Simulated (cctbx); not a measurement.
# Interatomic vectors of In2CoNi4Ir5

Space group P4/mmm (no. 123), a = 3.9210 Å, b = 3.9210 Å, c = 11.5410 Å, α = 90.00°, β = 90.00°, γ = 90.00°, content Ir5 In2 Ni4 Co1.

Simulated single-crystal data (cctbx): Mo Kα, λ = 0.71073 Å, to d = 0.6 Å, 50 % of the full sphere, strongest reflection 20000 counts, noise from counting, a 1.5 % proportional error and a noise floor of 4 counts (s.d.); no absorption, some extinction.

Patterson synthesis from sharpened amplitudes, origin scaled to 1000:

```text
Patterson group P 4/m m m
      u       v       w   height  length (A)
  0.000   0.000   0.000   1000.0     0.00
  0.500   0.500   0.000    867.4     2.77
  0.000   0.500   0.169    625.8     2.76
  0.500   0.500   0.344    570.6     4.84
  0.000   0.500   0.500    535.5     6.09
  0.000   0.000   0.344    527.6     3.97
  0.000   0.187   0.036     48.7     0.84
  0.000   0.000   0.073     48.1     0.85
  0.333   0.448   0.044     42.5     2.25
  0.500   0.500   0.074     41.4     2.90
  0.130   0.130   0.037     40.8     0.84
  0.341   0.341   0.351     37.8     4.47
  0.251   0.251   0.249     36.1     3.19
  0.187   0.500   0.210     35.5     3.20
```

**Question.** Which atom pairs make the peaks, and where is the heaviest atom?

A peak at u stands for all pairs with xi − xj = u, with weight Σ ZiZj against Σ Z² = 38312 at the origin. Peak heights follow these weights only roughly, since form factors, motion and series ripples differ, all vectors within 0.55 Å of a peak are counted as merged into it though the farther ones add only part of their weight, and F(000) is left out, which lowers the whole map:

| u | v | w | shortest length (Å) | height | 1000 ΣZiZj/ΣZ² | pairs in the cell |
| --- | --- | --- | --- | --- | --- | --- |
| 0.500 | 0.500 | 0.000 | 2.77 | 867 | 912 | 4 × Ir–Ir, 4 × In–Ni, 2 × Ir–Co, 2 × Ni–Ni |
| 0.000 | 0.500 | 0.169 | 2.77 | 626 | 840 | 2 × Ir–Ir, 2 × Ir–In, 2 × Ir–Ni, 2 × Ir–Co, 2 × In–Ni, 2 × Ni–Ni |
| 0.500 | 0.500 | 0.344 | 4.84 | 571 | 843 | 2 × Ir–Ir, 4 × Ir–Ni, 2 × Ir–In, 2 × In–Ni, 2 × Ni–Co |
| 0.000 | 0.500 | 0.500 | 6.09 | 536 | 771 | 4 × Ir–In, 6 × Ir–Ni, 2 × Ni–Co |
| 0.000 | 0.000 | 0.344 | 3.97 | 528 | 799 | 6 × Ir–Ni, 2 × Ir–Ir, 2 × In–Co, 1 × In–In, 1 × Ni–Ni |
| 0.000 | 0.187 | 0.036 | 0.84 | 49 | 0 | none within 0.55 Å |
| 0.000 | 0.000 | 0.073 | 0.84 | 48 | 0 | none within 0.55 Å |

The table stops at ten peaks or at a height of 45, below which ripples compete. In the model behind the data Ir, the heaviest element, has 2 independent sites: (0, 1/2, 0.8221) and (1/2, 1/2, 0), up to an allowed shift of origin; the Ir–Ir vectors are differences of these positions and their symmetry mates. The whole model:

```
atom  mult.    x    y       z  Ueq (Å²)
 Ir1      4    0  1/2  0.8221    0.0039
 Ir2      1  1/2  1/2       0    0.0043
 In1      2    0    0  0.6670    0.0059
 Ni1      2    0  1/2     1/2    0.0060
 Ni2      2  1/2  1/2  0.6673    0.0056
 Co1      1    0    0       0    0.0070
```

The model is made up (kin elements in a known structure type, no relaxation), so it says nothing on whether the phase exists.

[Logs are printed without paths, hosts, clocks, repeated set-up lines and the standing remarks that a program may print on its own settings, such as how far it seeks lower states.]
